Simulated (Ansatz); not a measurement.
# SiTe (built on the sites of a database entry of SnTe): a soft mode frozen in, part 2 of 2

Aim: this structure of SiTe (built on the sites of a database entry of SnTe) is to be tested for unstable modes, and one is followed downhill.

Ansatz 0.2.0; DFT LDA, scalar-relativistic, plane waves, norm-conserving pseudopotentials.

So far, highest frequency on the path or at a solved wavevector (cm⁻¹): step 2 (phonons on a q mesh) 213. Also lowest frequency on the path (cm⁻¹): step 2 -51.5.

The structure was built from a prototype and need not be the compound's stable phase.

## 6. Relaxation from the frozen mode

Starting from the lowest point found, all atoms and the cell are let go, so that strain and other modes of the same symmetry can join in.

input.yaml

```yaml
crystal:
  lattice:
    - [0.0, -3.1888223209, -3.1888223209]
    - [0.0, 3.1888223209, -3.1888223209]
    - [6.3776446417, 0.0, 0.0]
  atoms:
    - { symbol: Si, position: [0.4586184115, 0.4586184115, 0.5] }
    - { symbol: Si, position: [0.0413815885, 0.0413815885, 0.0] }
    - { symbol: Te, position: [-0.0705589642, 0.5705589642, 0.25] }
    - { symbol: Te, position: [0.5705589642, -0.0705589642, 0.75] }
kpoints:
  mp_grid: { grid: [8, 8, 6] }
hamiltonian:
  xc: lda
  pseudopotentials: { kind: nc }
scf:
  occupations: { method: methfessel_paxton, width: 0.15 }
output:
  forces: true
  stress: true
  eigenvalues: true
relax:
  adjacent_minimum: "off"
  f_tol: 0.002
  max_steps: 120
  cell: { stress_tol: 0.03 }
```

Started as:

```
ansatz run input.yaml --threads 4 --pin off --max-ram 7168MiB --backend cpu --events-out ev --progress --plain --runs-dir out
```

Numbers of over 12 decimals in the logs are rounded to 6 here.

The program printed:

```text
[...]
Crystal: 4 atoms, lattice volume = 129.703 Å³
Basis set: ecut = 1120 eV, 11091 PW (Γ)
Bands: 24, of which v1, the nominal top of the filled ones, is band 20 counted from 1 (19 counted from 0)
Symmetry: 4 space group operations
[...]
k-points: 84 of 384 (time reversal used)
[...]
SCF iter   1: F=—  HF=-5920.159374 eV  |F-HF|=—  |Δ(HF+E_count)|=         —  Δρ=1.55e-2  dr2=3.12e-1  ethr=3.10e-3  ⟨swp⟩=6.4  Hψ=9444  notcnv=0
[...]
SCF iter   8: F=-5920.074009 eV  HF=-5920.074009 eV  |F-HF|=1.70e-9  |Δ(HF+E_count)|=   8.46e-8  S|Δr|=    0.00e0  Δρ=4.26e-6  dr2=2.49e-8  ethr=2.50e-10  ⟨swp⟩=7.2  Hψ=9855  notcnv=0
SCF 1 converged in 8 iterations: F = -5920.074009 eV  dr2 = 2.49e-8
relax step   1: F+E_penalty+E_count = -5920.07400918 eV  Δ(F+E_penalty+E_count) = +0.000e0 eV  max|allowed force component| = 1.296e-2 eV/Å  Δτ_max = 0.0000 Å  P = -1.162 GPa  Ω = 129.703 Å³  (8 SCF iters, dr2 threshold 1.00e-7 eV, accepted)
Crystal: 4 atoms, lattice volume = 122.981 Å³
Basis set: ecut = 1120 eV, 10451 PW (Γ)
[...]
SCF iter   6: F=-5920.170732 eV  HF=-5920.170732 eV  |F-HF|=1.53e-8  |Δ(HF+E_count)|=   2.01e-8  S|Δr|=    0.00e0  Δρ=8.23e-6  dr2=7.75e-8  ethr=1.00e-9  ⟨swp⟩=7.2  Hψ=10198  notcnv=0
SCF 2 converged in 6 iterations: F = -5920.170732 eV  dr2 = 7.75e-8
relax step   2: F+E_penalty+E_count = -5920.17073210 eV  Δ(F+E_penalty+E_count) = -9.672e-2 eV  max|allowed force component| = 1.199e-1 eV/Å  Δτ_max = 0.0719 Å  P = -0.141 GPa  Ω = 122.981 Å³  energy of the carried Pulay correction = +5.498e-4 eV  (6 SCF iters, dr2 threshold 4.00e-7 eV, accepted)
Crystal: 4 atoms, lattice volume = 119.267 Å³
Basis set: ecut = 1120 eV, 10177 PW (Γ)
[...]
SCF iter   6: F=-5920.324283 eV  HF=-5920.324283 eV  |F-HF|=1.75e-8  |Δ(HF+E_count)|=   3.88e-7  S|Δr|=    0.00e0  Δρ=7.84e-6  dr2=8.76e-8  ethr=1.00e-9  ⟨swp⟩=7.6  Hψ=10319  notcnv=0
SCF 3 converged in 6 iterations: F = -5920.324283 eV  dr2 = 8.76e-8
relax step   3: F+E_penalty+E_count = -5920.32428277 eV  Δ(F+E_penalty+E_count) = -1.536e-1 eV  max|allowed force component| = 2.127e-1 eV/Å  Δτ_max = 0.1076 Å  P = -0.558 GPa  Ω = 119.267 Å³  energy of the carried Pulay correction = +8.756e-4 eV  (6 SCF iters, dr2 threshold 4.00e-7 eV, accepted)
[... from here on, the SCF cycles and remarks between the steps are left out ...]
relax step   4: F+E_penalty+E_count = -5920.48750364 eV  Δ(F+E_penalty+E_count) = -1.632e-1 eV  max|allowed force component| = 2.993e-1 eV/Å  Δτ_max = 0.0973 Å  P = -0.677 GPa  Ω = 115.180 Å³  energy of the carried Pulay correction = +1.254e-3 eV  (6 SCF iters, dr2 threshold 4.00e-7 eV, accepted)
relax step   5: F+E_penalty+E_count = -5920.68502455 eV  Δ(F+E_penalty+E_count) = -1.975e-1 eV  max|allowed force component| = 3.927e-1 eV/Å  Δτ_max = 0.1073 Å  P = -0.705 GPa  Ω = 110.636 Å³  energy of the carried Pulay correction = +1.702e-3 eV  (6 SCF iters, dr2 threshold 4.00e-7 eV, accepted)
relax step   6: F+E_penalty+E_count = -5920.90430831 eV  Δ(F+E_penalty+E_count) = -2.193e-1 eV  max|allowed force component| = 4.604e-1 eV/Å  Δτ_max = 0.1181 Å  P = -0.585 GPa  Ω = 105.934 Å³  energy of the carried Pulay correction = +2.199e-3 eV  (6 SCF iters, dr2 threshold 4.00e-7 eV, accepted)
relax step   7: F+E_penalty+E_count = -5921.12458860 eV  Δ(F+E_penalty+E_count) = -2.203e-1 eV  max|allowed force component| = 3.179e-1 eV/Å  Δτ_max = 0.1732 Å  P = +0.198 GPa  Ω = 100.424 Å³  energy of the carried Pulay correction = +2.831e-3 eV  (6 SCF iters, dr2 threshold 4.00e-7 eV, accepted)
relax step   8: F+E_penalty+E_count = -5921.25094190 eV  Δ(F+E_penalty+E_count) = -1.264e-1 eV  max|allowed force component| = 5.807e-1 eV/Å  Δτ_max = 0.1572 Å  P = +1.308 GPa  Ω = 95.747 Å³  energy of the carried Pulay correction = +3.414e-3 eV  (6 SCF iters, dr2 threshold 4.00e-7 eV, accepted)
relax step   9: F+E_penalty+E_count = -5921.38458001 eV  Δ(F+E_penalty+E_count) = -1.336e-1 eV  max|allowed force component| = 2.382e-1 eV/Å  Δτ_max = 0.1932 Å  P = +0.177 GPa  Ω = 95.859 Å³  energy of the carried Pulay correction = +3.400e-3 eV  (5 SCF iters, dr2 threshold 4.00e-7 eV, accepted)
relax step  10: F+E_penalty+E_count = -5921.42517404 eV  Δ(F+E_penalty+E_count) = -4.059e-2 eV  max|allowed force component| = 1.352e-1 eV/Å  Δτ_max = 0.1905 Å  P = +1.465 GPa  Ω = 92.791 Å³  energy of the carried Pulay correction = +3.808e-3 eV  (6 SCF iters, dr2 threshold 4.00e-7 eV, accepted)
relax step  11: F+E_penalty+E_count = -5921.44635064 eV  Δ(F+E_penalty+E_count) = -2.118e-2 eV  max|allowed force component| = 7.278e-3 eV/Å  Δτ_max = 0.1153 Å  P = -0.076 GPa  Ω = 93.776 Å³  energy of the carried Pulay correction = +3.675e-3 eV  (5 SCF iters, dr2 threshold 4.00e-7 eV, accepted)
relax step  12: F+E_penalty+E_count = -5921.45548938 eV  Δ(F+E_penalty+E_count) = -9.139e-3 eV  max|allowed force component| = 1.921e-3 eV/Å  Δτ_max = 0.0098 Å  P = +0.023 GPa  Ω = 94.428 Å³  energy of the carried Pulay correction = +3.587e-3 eV  (4 SCF iters, dr2 threshold 4.00e-7 eV, accepted)
relax step  13: F+E_penalty+E_count = -5921.45572509 eV  Δ(F+E_penalty+E_count) = -2.357e-4 eV  max|allowed force component| = 5.299e-4 eV/Å  Δτ_max = 0.0031 Å  P = +0.021 GPa  Ω = 94.355 Å³  energy of the carried Pulay correction = +3.597e-3 eV  (3 SCF iters, dr2 threshold 7.09e-8 eV, accepted)
relax step  14: F+E_penalty+E_count = -5921.45572911 eV  Δ(F+E_penalty+E_count) = -4.017e-6 eV  max|allowed force component| = 6.551e-5 eV/Å  Δτ_max = 0.0001 Å  P = +0.003 GPa  Ω = 94.396 Å³  energy of the carried Pulay correction = +3.592e-3 eV  (4 SCF iters, dr2 threshold 3.95e-9 eV, accepted)
relax step  15: F+E_penalty+E_count = -5921.45607421 eV  Δ(F+E_penalty+E_count) = -3.451e-4 eV  max|allowed force component| = 4.735e-5 eV/Å  Δτ_max = 0.0000 Å  P = +0.042 GPa  Ω = 94.396 Å³  stress off target by 1.23e-1 GPa  SCF on the basis re-selected at this cell (its energy is not comparable with the rows above)  (4 SCF iters)
relax step  16: F+E_penalty+E_count = -5921.45612635 eV  Δ(F+E_penalty+E_count) = -5.213e-5 eV  max|allowed force component| = 4.831e-5 eV/Å  Δτ_max = 0.0006 Å  P = +0.007 GPa  Ω = 94.423 Å³  energy of the carried Pulay correction = -3.037e-6 eV  (3 SCF iters, dr2 threshold 3.76e-8 eV, accepted)
[...]
SCF iter   5: F=-5921.456129 eV  HF=-5921.456129 eV  |F-HF|=2.73e-12  |Δ(HF+E_count)|=  5.46e-12  S|Δr|=    0.00e0  Δρ=4.02e-8  dr2=1.31e-12  ethr=1.00e-12  ⟨swp⟩=6.7  Hψ=10843  notcnv=0
SCF 17 converged in 5 iterations: F = -5921.456129 eV  dr2 = 1.31e-12
relax step  17: F+E_penalty+E_count = -5921.45612919 eV  Δ(F+E_penalty+E_count) = -2.839e-6 eV  max|allowed force component| = 4.839e-5 eV/Å  Δτ_max = 0.0000 Å  P = +0.007 GPa  Ω = 94.423 Å³  stress off target by 1.27e-2 GPa  SCF on the basis re-selected at this cell (its energy is not comparable with the rows above)  (5 SCF iters)
[...]
SCF converged after 5 iterations
[...]
Free energy (F): -5921.456129 eV
[...]
Internal energy: -5921.462187 eV  (E = F + TS)
E sigma→0 (E₀):  -5921.457644 eV
Entropy (-TS):   0.006058 eV (1.515 meV/atom)
Fermi energy:    10.112199 eV
Step filling:    the computed levels leave a gap of 0.0948 eV = 0.6 smearing widths at the electron count; against every level under it full and every level over it empty, smearing changes F+E_penalty+E_count by +2.704 meV and its σ→0 estimate by +1.189 meV
[...]
--- Forces (eV/Å), atoms counted from 1 ---
  atom   1  Si    -0.00000000     0.00000000     0.00002127
  atom   2  Si    -0.00000000    -0.00000000    -0.00002127
  atom   3  Te     0.00000000    -0.00004839     0.00000000
  atom   4  Te    -0.00000000     0.00004839    -0.00000000
  max |Σ_I F_I| component: 1.36e-20 eV/Å
--- Stress (GPa, compression-positive) ---
        0.012711       0.000000       0.000000
        0.000000       0.004649      -0.000000
        0.000000      -0.000000       0.003287
  P = ⅓ Tr σ = 0.0069 GPa (0.069 kbar)
--- Band table (eV; the first three rows and the last of 84) ---
  k-point 0: bands = [... 16 lower, 8.2464, 8.6968, 8.6971, 10.7046, 11.3308, 11.3311, 12.0527, 12.5334]
  k-point 1: bands = [... 16 lower, 8.2770, 8.6694, 8.6697, 10.4670, 11.3538, 11.3541, 12.2816, 12.3639]
  k-point 2: bands = [... 16 lower, 8.5903, 8.5906, 8.7193, 9.9775, 11.4541, 11.4543, 12.0097, 12.0097]
  k-point 83: bands = [... 16 lower, 6.5721, 6.5721, 6.9065, 6.9065, 11.2160, 11.2160, 12.5988, 12.5988]
--- Relaxed structure (15 steps of the walk, 15 accepted, 2 SCFs on fresh bases) ---
  F+E_penalty+E_count = -5921.45612919 eV   max|allowed force component| = 4.839e-5 eV/Å   (the final SCF, on the basis selected at the relaxed cell)
  cell:  # Å, volume = 94.4234 Å³
    - [-3.6744691829114734e-17, -3.390794, -1.957757]
    - [-5.916803300891125e-17, 3.390794, -1.957757]
    - [7.111965, -2.2423341179444908e-17, 9.591272483652209e-17]
  atoms:
    - { symbol: Si, position: [0.250003, 0.250003, 0.500000] }
    - { symbol: Si, position: [0.249997, 0.249997, 1.1580468851065471e-17] }
    - { symbol: Te, position: [-0.083341, 0.583341, 0.250000] }
    - { symbol: Te, position: [0.583341, -0.083341, 0.750000] }
```

It took 6.9 min on 4 threads of Arm Neoverse V1, shared host; peak memory 1.2 GiB.

Step by step:

```csv
step,energy less that of the first step (eV),largest force component (eV/Å),pressure (GPa),volume (Å³)
1,0.0000,0.0130,-1.16,129.70
2,-0.0967,0.1199,-0.14,122.98
3,-0.2503,0.2127,-0.56,119.27
4,-0.4135,0.2993,-0.68,115.18
5,-0.6110,0.3927,-0.71,110.64
6,-0.8303,0.4604,-0.58,105.93
7,-1.0506,0.3179,0.20,100.42
8,-1.1769,0.5807,1.31,95.75
9,-1.3106,0.2382,0.18,95.86
10,-1.3512,0.1352,1.46,92.79
11,-1.3723,0.0073,-0.08,93.78
12,-1.3815,0.0019,0.02,94.43
13,-1.3817,0.0005,0.02,94.35
14,-1.3817,0.0001,0.00,94.40
15*,-1.3821,0.0000,0.04,94.40
16,-1.3821,0.0000,0.01,94.42
17*,-1.3821,0.0000,0.01,94.42
```

Relaxation steps marked * repeat the geometry before them on a plane-wave basis chosen anew for their cell, so energy and pressure can jump there.

The run keeps the 4 symmetry operations that it works with, so distortions that break them were not tested.

```csv
cell as run,before,after,change
a (Å),4.510,3.915,-13.2 %
b (Å),4.510,3.915,-13.2 %
c (Å),6.378,7.112,+11.5 %
γ (°),90.00,120.00,+33.3 %
volume (Å³/atom),32.43,23.61,-27.2 %
```

The atoms that moved most (Å, as changes of fractional coordinates times the final cell):

```csv
atom,dx,dy,dz,length
Si2,0.000,0.000,-0.817,0.817
Si1,0.000,0.000,0.817,0.817
Te3,0.000,0.087,0.000,0.087
Te4,0.000,-0.087,0.000,0.087
```

Final coordinates:

```cif
data_structure
_symmetry_space_group_name_H-M 'P 1'
_symmetry_Int_Tables_number 1
_cell_length_a 3.9154
_cell_length_b 3.9154
_cell_length_c 7.1120
_cell_angle_alpha 90.000
_cell_angle_beta 90.000
_cell_angle_gamma 119.998
_cell_volume 94.42
loop_
_atom_site_label
_atom_site_type_symbol
_atom_site_fract_x
_atom_site_fract_y
_atom_site_fract_z
_atom_site_occupancy
Si1 Si 0.25000 0.25000 0.50000 1
Si2 Si 0.25000 0.25000 0.00000 1
Te3 Te 0.91666 0.58334 0.25000 1
Te4 Te 0.58334 0.91666 0.75000 1
```

This step gave:

- pressure: 0.006882 GPa
- volume per atom: 23.61 Å³

The distorted start has space group C222_1; the relaxation ends in P6_3/mmc.

## 7. The new phase in its own primitive cell

The relaxed structure is symmetrised, reduced to its primitive cell and relaxed tightly, as its phonons need.

input.yaml, the sections that differ from step 6:

```yaml
crystal:
  lattice:
    - [3.9153921564, 0.0, 0.0]
    - [-1.9576960782, 3.3908290732, 0.0]
    - [0.0, 0.0, 7.1119649716]
  atoms:
    - { symbol: Si, position: [0.0, 0.0, 0.5] }
    - { symbol: Si, position: [0.0, 0.0, 0.0] }
    - { symbol: Te, position: [0.6666666667, 0.3333333333, 0.25] }
    - { symbol: Te, position: [0.3333333333, 0.6666666667, 0.75] }
kpoints:
  mp_grid: { grid: [12, 12, 6] }
relax:
  adjacent_minimum: "off"
  f_tol: 0.001
  max_steps: 60
  cell: { stress_tol: 0.01 }
# hamiltonian, scf, output: as in step 6
```

The program printed:

```text
[...]
Crystal: 4 atoms, lattice volume = 94.421 Å³
Basis set: ecut = 1120 eV, 8043 PW (Γ)
Bands: 24, of which v1, the nominal top of the filled ones, is band 20 counted from 1 (19 counted from 0)
Symmetry: 24 space group operations
[...]
k-points: 76 of 864
[...]
--- Relaxed structure (3 steps of the walk, 3 accepted, 1 SCFs on fresh bases) ---
[...]
cell:  # Å, volume = 94.0194 Å³
    - [3.901303, 0.0, 0.0]
    - [-1.950651, 3.378627, 0.0]
    - [0.0, 0.0, 7.132926]
  atoms:
    - { symbol: Si, position: [0, 0, 0.5] }
    - { symbol: Si, position: [0, 0, 0.0] }
    - { symbol: Te, position: [0.666667, 0.333333, 0.25] }
    - { symbol: Te, position: [0.333333, 0.666667, 0.75] }
[key lines of the parts left out:]
SCF converged after 5 iterations
Free energy (F): -5921.461515 eV
Fermi energy:    10.192128 eV
P = ⅓ Tr σ = -0.0034 GPa (-0.034 kbar)
```

Wall time 38 s (4 threads); peak memory 0.9 GiB.

The steps of the relaxation:

```csv
step,energy less that of the first step (eV),largest force component (eV/Å),pressure (GPa),volume (Å³)
1,0.0000,0.0000,-0.18,94.42
2,-0.0005,0.0000,0.11,93.87
3,-0.0005,0.0000,0.00,94.02
4*,-0.0005,0.0000,0.00,94.02
```

Relaxation steps marked * repeat the geometry before them on a plane-wave basis chosen anew for their cell, so energy and pressure can jump there.

Forces are held to the 24 operations that the run works with; a distortion that breaks them can't arise in this run.

```csv
"conventional cell, symmetrised",before,after,change
a (Å),3.915,3.901,-0.4 %
b (Å),3.915,3.901,-0.4 %
c (Å),7.112,7.133,+0.3 %
volume (Å³/atom),23.61,23.50,-0.4 %
```

The relaxed structure:

```xyz
4
Lattice="3.9013 0.0000 0.0000 -1.9507 3.3786 0.0000 0.0000 0.0000 7.1329" Properties=species:S:1:pos:R:3 pbc="T T T"
Si    0.0000    0.0000    3.5665
Si    0.0000    0.0000    0.0000
Te    1.9507    1.1262    1.7832
Te    0.0000    2.2524    5.3497
```

Numbers from this step:

```
pressure        : -0.003368 GPa
volume per atom : 23.50 Å³
```

The forces vanish by symmetry and the pressure is -0.003 GPa, within the tolerances set. The cell now holds 23.50 Å³/atom.

## 8. Modes of the new phase, k-mesh 12×12×6

A relaxed structure may still be a saddle point, so its zone-centre modes are computed. No field response is asked, since the mesh shows no gap.

input.yaml, the sections that differ from step 7:

```yaml
crystal:
  lattice:
    - [3.901302993, 0.0, 0.0]
    - [-1.9506514965, 3.3786274998, 0.0]
    - [0.0, 0.0, 7.1329257488]
  atoms:
    - { symbol: Si, position: [0.0, 0.0, 0.5] }
    - { symbol: Si, position: [0.0, 0.0, 0.0] }
    - { symbol: Te, position: [0.6666666667, 0.3333333333, 0.25] }
    - { symbol: Te, position: [0.3333333333, 0.6666666667, 0.75] }
output:
  eigenvalues: true
phonons:
  method: dfpt
# kpoints, hamiltonian, scf: as in step 7
# relax: removed
```

The program printed:

```text
[...]
Crystal: 4 atoms, lattice volume = 94.019 Å³
Basis set: ecut = 1120 eV, 8043 PW (Γ), exchange–correlation on 90×90×160 points (8 copies of the dense FFT grid, shifted against one another)
Bands: 24, of which v1, the nominal top of the filled ones, is band 20 counted from 1 (19 counted from 0)
Symmetry: 24 space group operations
k-points: 242 of 864 (irreducible under 2 space group operations, time reversal used)
[...]
SCF iter   1: F=—  HF=-5921.533156 eV  |F-HF|=—  |Δ(HF+E_count)|=         —  Δρ=1.61e-2  dr2=2.86e-1  ethr=3.10e-3  ⟨swp⟩=6.1  Hψ=26390  notcnv=0
[...]
SCF iter  10: F=-5921.461515 eV  HF=-5921.461515 eV  |F-HF|=3.64e-12  |Δ(HF+E_count)|=  7.28e-12  S|Δr|=    0.00e0  Δρ=2.77e-8  dr2=5.68e-13  ethr=1.00e-12  ⟨swp⟩=7.1  Hψ=32296  notcnv=0
SCF 1 converged in 10 iterations: F = -5921.461515 eV  dr2 = 5.68e-13
DFPT response loops at Γ: preconditioner auto → Kerker (q_TF=auto, 2.366 Å⁻¹) (partly filled bands, converged f_vac=0.000); β = 1.00, the filter's whole step (`scf.mixing.beta` (0.50) is not read by the response loops under this deck's `scf.mixing.preconditioner`; to damp them name `kerker` or `kerker_dos`, under which they read `scf.mixing.beta`, and type it under 1.00, their step now; both keys bind the ground state too); Broyden in place of MSR1
the run's response loops start from zero, take more passes and end by a threshold: the memory limit or budget leaves too little room for the subspace of the ground state's own states beside the solves, or none could be made (phonons.method)
SCF converged after 10 iterations
[...]
Free energy (F): -5921.461515 eV
[...]
Internal energy: -5921.460331 eV  (E = F + TS)
E sigma→0 (E₀):  -5921.461219 eV
Entropy (-TS):   -0.001184 eV (-0.296 meV/atom)
Fermi energy:    10.192128 eV
[...]
--- Band table (eV; the first three rows and the last of 242) ---
  k-point 0: bands = [... 16 lower, 8.3431, 8.7898, 8.7898, 10.8319, 11.4225, 11.4225, 12.1763, 12.6194]
  k-point 1: bands = [... 16 lower, 8.3734, 8.7624, 8.7624, 10.5920, 11.4464, 11.4464, 12.4043, 12.4519]
  k-point 2: bands = [... 16 lower, 8.6838, 8.6838, 8.7988, 10.0958, 11.5480, 11.5480, 12.1013, 12.1013]
  k-point 241: bands = [... 16 lower, 6.3808, 6.3808, 8.5298, 8.5298, 10.2446, 10.2446, 13.5701, 13.5701]
--- Phonons (Γ-DFPT): 4 representative perturbations + reference, on 242 of 864 k-points (Σ response iterations 29) ---
  k mesh reduced under 2 symmetry operations, with k and −k counted as one. Each operation leaves every solved perturbation unchanged. A smaller set is not used because it would not reduce the number of displacements times k-points to solve
  ASR residual: 4.145e-4 → 0.000e0 eV/Å²; symmetrization residual: 3.563e-5 eV/Å²
  ASR residual per site (eV/Å²): 6.52e-5 6.52e-5 4.14e-4 4.14e-4
  Γ frequencies (cm⁻¹): -76.19 0.00 0.00 0.00 97.76 97.76 107.99 127.05 127.05 150.24 150.24 303.63
  non-analytic LO–TO correction: not included (Born effective charges unavailable; polar crystals: no LO–TO splitting at Γ)
```

Wall time 9.1 min (4 threads); peak memory 6 GiB; 36 min of CPU time.

This step gave:

```
sum-rule residual before enforcement                    : 4.14e-4 eV/Å²
point group                                             : 6/mmm
highest optical mode at the zone centre (no LO-TO term) : 303.6 cm⁻¹
lowest optical zone-centre mode                         : -76.19 cm⁻¹
```

Patterns of degenerate modes are one choice out of their space. The modes at Γ (shares of kinetic energy by element, %) (negative means imaginary):

```csv
mode,frequency (cm⁻¹),symmetry,Si %,Te %
1,-76.2,A2u,82,18
2,0.0,acoustic,18,82
3,0.0,acoustic,18,82
4,0.0,acoustic,18,82
5,97.8,E2g,0,100
6,97.8,E2g,0,100
7,108.0,B1g,0,100
8,127.0,E2u,100,0
9,127.0,E2u,100,0
10,150.2,E1u,82,18
11,150.2,E1u,82,18
12,303.6,B2u,100,0
```

Displacements in mode 1 (-76.2 cm⁻¹), the largest set to 1:
```
Si1  0.00  0.00  1.00
Si2  0.00  0.00  1.00
Te3  0.00  0.00 -0.22
Te4  0.00  0.00 -0.22
```

Displacements in mode 10 (150.2 cm⁻¹), the largest set to 1:
```
Si1  1.00  0.00  0.00
Si2  1.00  0.00  0.00
Te3 -0.22  0.00  0.00
Te4 -0.22  0.00  0.00
```

Before it was imposed, the acoustic sum rule was missed by 4.1e-4 eV/Å². Small misses are needed for a sound result but don't prove that mesh and cutoff are converged. The lowest optical mode is imaginary, 76.2i cm⁻¹, so the energy falls along it.

## 9. Results

```
unstable mode of the parent                                                      : q = (0, -0.5, -0.5), 43i cm⁻¹
depth at the lowest point sampled                                                : 25.6 meV/atom
largest atomic shift at that point                                               : 0.45 Å
space group reached (within 0.01 Å)                                              : P6_3/mmc
energy gained over the parent (first relaxation, on the mesh of the frozen mode) : 371 meV/atom
volume per atom, phase reached                                                   : 23.5 Å³
lowest optical zone-centre mode, phase reached                                   : -76.2 cm⁻¹
highest optical mode at the zone centre (no LO-TO term), phase reached           : 304 cm⁻¹
```

In words: Along this mode the structure falls into P6_3/mmc, 371 meV/atom below the parent. At the parent's cell the well is 25.57 meV/atom deep on the steps tried, with its lowest point at a shift of 0.45 Å. Relaxing atoms and cell changes the gain by +345.89 meV/atom against the lowest step (energies at zero smearing). Most of the total comes from this relaxation. The new phase still has an imaginary mode at the zone centre of its cell, so it is a saddle point on the way to a lower structure. Of the 2 patterns followed to their end from this parent, this one reaches the lowest energy. Each path keeps the symmetry of its pattern, so a lower phase may lie along a pattern not tried. With no gap, or one that is small against the smearing, the frequencies hang on the k mesh and the smearing, most of all near Kohn anomalies. Spin-orbit coupling is left out, which can matter for the heavy elements here. A phonon run warned that its eigensolver left some bands unconverged in a pass. The starting cell was built on a prototype and not taken from a measurement, so the phase need not exist.

[Logs are printed without paths, hosts, clocks, repeated set-up lines and the standing remarks that a program may print on its own settings, such as how far it seeks lower states.]

[Hosts, paths, dates, database ids (printed as entryN), source tags and the programs' standing remarks are cut or masked in the printed files.]
